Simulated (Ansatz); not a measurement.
# MgO (Fm-3m): bands and screening cutoff converge together, part 2 of 2

Aim: vary empty bands and screening cutoff apart and together in G0W0 on MgO (Fm-3m).

Ansatz 0.2.0; G0W0 on PBE, plane waves, PAW; PAW set soft_1. Known limits of the many-body steps: not at the basis limit.

So far. Step 7 (76 empty bands, screening to 150 eV): The G0W0 gap on the mesh is 7.297 eV.

## Step 8: 136 empty bands, screening to 220 eV

Contents of input.yaml:

```yaml
crystal:
  lattice:
    - [0.0, 2.0970013927, 2.0970013927]
    - [2.0970013927, 0.0, 2.0970013927]
    - [2.0970013927, 2.0970013927, 0.0]
  atoms:
    - { symbol: Mg, position: [0.0, 0.0, 0.0] }
    - { symbol: O, position: [0.5, 0.5, 0.5] }
kpoints:
  mp_grid: { grid: [8, 8, 8] }
hamiltonian:
  xc: pbe
  pseudopotentials: { kind: paw, azcp: { folder: soft_1 } }
scf:
  occupations: { method: fixed }
gw:
  n_empty_bands: 136
  ecut_chi: 220
  qp_bands: [v2, c2]
  qp_kpoints: band_edges
  screening: { model: contour_deformation }
```

On the command line:

```
$ ansatz run input.yaml --threads 2 --pin off --max-ram 73728MiB --backend cuda --events-out ev --progress --plain --runs-dir out --devices 1 --max-vram 13GiB
```

Numbers of over 12 decimals in the logs are rounded to 6 here.

Log:

```text
GPUs: using 1 of 1 available (devices: 1).
[...]
GPU FFT provider: cuFFT
GPU libraries: cuBLAS 13.8.2, cuFFT 12.4.0, cuSOLVER 12.3.4
Crystal: 2 atoms, lattice volume = 18.443 Å³
Basis set: ecut = 420 eV, 339 PW (Γ)
Bands: 12, of which v1, the nominal top of the filled ones, is band 8 counted from 1 (7 counted from 0)
Symmetry: 48 space group operations
[...]
k-points: 29 of 512
[...]
1    10     22.4176    -4.1056    -4.8817    -9.9607  0.8344    23.4011    23.3909  root
[...]
28     7      5.2471   -23.9138     4.4497   -17.5720  0.7794     3.3076     3.3550  root
    28     8      6.4310   -24.7719     4.2531   -18.7527  0.7844     4.6299     4.6650  root
    28     9     19.9654    -7.8928    -4.7862   -13.9897  0.8202    21.2925    21.2761  root
    28    10     19.9654    -7.8928    -4.7862   -13.9897  0.8202    21.2925    21.2761  root
[key lines of the parts left out:]
SCF converged after 6 iterations
Free energy (F): -2494.122640 eV
Fermi energy:    8.216166 eV
```

Wall time 27 s (1 × NVIDIA H100 80GB HBM3 (shared by 6 runs) with 2 threads of AMD EPYC 7R13 (Zen 3), shared host); peak memory 1.1 GiB; 42 s of CPU time.

The G0W0 gap on the mesh is 7.407 eV.

## Step 9: 41 empty bands, screening to 300 eV

input.yaml, as its differences from that of step 8:

```diff
@@ -16,4 +16,4 @@
 gw:
-  n_empty_bands: 136
-  ecut_chi: 220
+  n_empty_bands: 41
+  ecut_chi: 300
   qp_bands: [v2, c2]
```

Log:

```text
GPUs: using 1 of 1 available (devices: 1).
[...]
GPU FFT provider: cuFFT
GPU libraries: cuBLAS 13.8.2, cuFFT 12.4.0, cuSOLVER 12.3.4
Crystal: 2 atoms, lattice volume = 18.443 Å³
Basis set: ecut = 420 eV, 339 PW (Γ)
Bands: 12, of which v1, the nominal top of the filled ones, is band 8 counted from 1 (7 counted from 0)
Symmetry: 48 space group operations
[...]
k-points: 29 of 512
[...]
1    10     22.4176    -4.1056    -4.6906    -9.9607  0.8350    23.5965    23.5821  root
[...]
28     7      5.2471   -23.9138     4.7122   -17.5720  0.7791     3.5832     3.6174  root
    28     8      6.4310   -24.7719     4.5541   -18.7527  0.7841     4.9424     4.9660  root
    28     9     19.9654    -7.8928    -4.5357   -13.9897  0.8206    21.5505    21.5265  root
    28    10     19.9654    -7.8928    -4.5357   -13.9897  0.8206    21.5505    21.5265  root
[key lines of the parts left out:]
SCF converged after 6 iterations
Free energy (F): -2494.122640 eV
Fermi energy:    8.216166 eV
```

It took 10 s on 1 × NVIDIA H100 80GB HBM3 (shared by 6 runs) with 2 threads; peak memory 1.3 GiB.

The G0W0 gap on the mesh is 7.284 eV.

## Step 10: 217 empty bands, screening to 300 eV

input.yaml, as its differences from that of step 9:

```diff
@@ -16,3 +16,3 @@
 gw:
-  n_empty_bands: 41
+  n_empty_bands: 217
   ecut_chi: 300
```

Log:

```text
GPUs: using 1 of 1 available (devices: 1).
[...]
GPU FFT provider: cuFFT
GPU libraries: cuBLAS 13.8.2, cuFFT 12.4.0, cuSOLVER 12.3.4
Crystal: 2 atoms, lattice volume = 18.443 Å³
Basis set: ecut = 420 eV, 339 PW (Γ)
Bands: 12, of which v1, the nominal top of the filled ones, is band 8 counted from 1 (7 counted from 0)
Symmetry: 48 space group operations
[...]
k-points: 29 of 512
[...]
1    10     22.4176    -4.1056    -4.9041    -9.9607  0.8345    23.3783    23.3685  root
[...]
28     7      5.2471   -23.9138     4.3864   -17.5720  0.7785     3.2405     3.2916  root
    28     8      6.4310   -24.7719     4.1746   -18.7527  0.7834     4.5477     4.5864  root
    28     9     19.9654    -7.8928    -4.8362   -13.9897  0.8199    21.2411    21.2260  root
    28    10     19.9654    -7.8928    -4.8362   -13.9897  0.8199    21.2411    21.2260  root
[key lines of the parts left out:]
SCF converged after 6 iterations
Free energy (F): -2494.122640 eV
Fermi energy:    8.216166 eV
```

Elapsed: 27 s, on 1 × NVIDIA H100 80GB HBM3 (shared by 6 runs) with 2 threads; peak memory 1.4 GiB.

The G0W0 gap on the mesh is 7.445 eV.

## Step 11: The grid

Start PBE, 8×8×8 mesh. Times are wall times on 1 × NVIDIA H100 80GB HBM3 (shared by 6 runs) with 2 threads of AMD EPYC 7R13 (Zen 3), shared host, good to a factor of about two.

```
cutoff (eV)  plane waves at q = 0  bands summed  gap (eV)  Σc valence (eV)  Σc conduction (eV)   time
         50                    15            22     7.044             4.65               -3.44   13 s
         50                    15            84     6.870             4.42               -3.84   12 s
        100                    51            49     7.134             4.39               -3.61  9.1 s
        100                    51           225     7.143             4.21               -3.78   15 s
        150                    65            22     7.225             4.74               -3.17   13 s
        150                    65            84     7.297             4.18               -3.66   15 s
        220                   137           144     7.407             4.00               -3.73   27 s
        300                   229            49     7.284             4.35               -3.50   10 s
        300                   229           225     7.445             3.90               -3.79   27 s
```

## Step 12: Summary of results

- 22 bands, 50 eV: 7.044 eV
- 84 bands, 50 eV: 6.870 eV
- 49 bands, 100 eV: 7.134 eV
- 225 bands, 100 eV: 7.143 eV
- 22 bands, 150 eV: 7.225 eV
- 84 bands, 150 eV: 7.297 eV
- 144 bands, 220 eV: 7.407 eV
- 49 bands, 300 eV: 7.284 eV
- 225 bands, 300 eV: 7.445 eV
- estimated limit along the diagonal: 7.51 eV
- mesh and start: 8×8×8, PBE

What this shows: At 50 eV, going from 22 to 84 bands moves the gap by −0.17 eV. At 100 eV, going from 49 to 225 bands moves the gap by +0.01 eV. At 150 eV, going from 22 to 84 bands moves the gap by +0.07 eV. At 300 eV, going from 49 to 225 bands moves the gap by +0.16 eV. At 22 bands, raising the cutoff from 50 to 150 eV moves it by +0.18 eV. At 84 bands, raising the cutoff from 50 to 150 eV moves it by +0.43 eV. At 49 bands, raising the cutoff from 100 to 300 eV moves it by +0.15 eV. At 225 bands, raising the cutoff from 100 to 300 eV moves it by +0.30 eV. Along the diagonal, where both rise together, the two highest rungs point to 7.51 eV. Gaps are over the mesh's points; an edge off the mesh would be missed. A low cutoff hides what high bands add, so a band series at one cutoff can look settled before the gap is.

[Paths, hosts, dates, memory and timing lines, banners, echoed tables and standing remarks are left out of the program output.]

[Logs are printed without paths, hosts, clocks, repeated set-up lines and the standing remarks that a program may print on its own settings, such as how far it seeks lower states.]

[Runs of the session that timed out or met a known fault of the program may be left out.]

[Cells called generated may have been cut or substituted from an entry of the Crystallography Open Database or the Materials Project.]

[Hosts, paths, dates, database ids (printed as entryN), source tags and the programs' standing remarks are cut or masked in the printed files.]
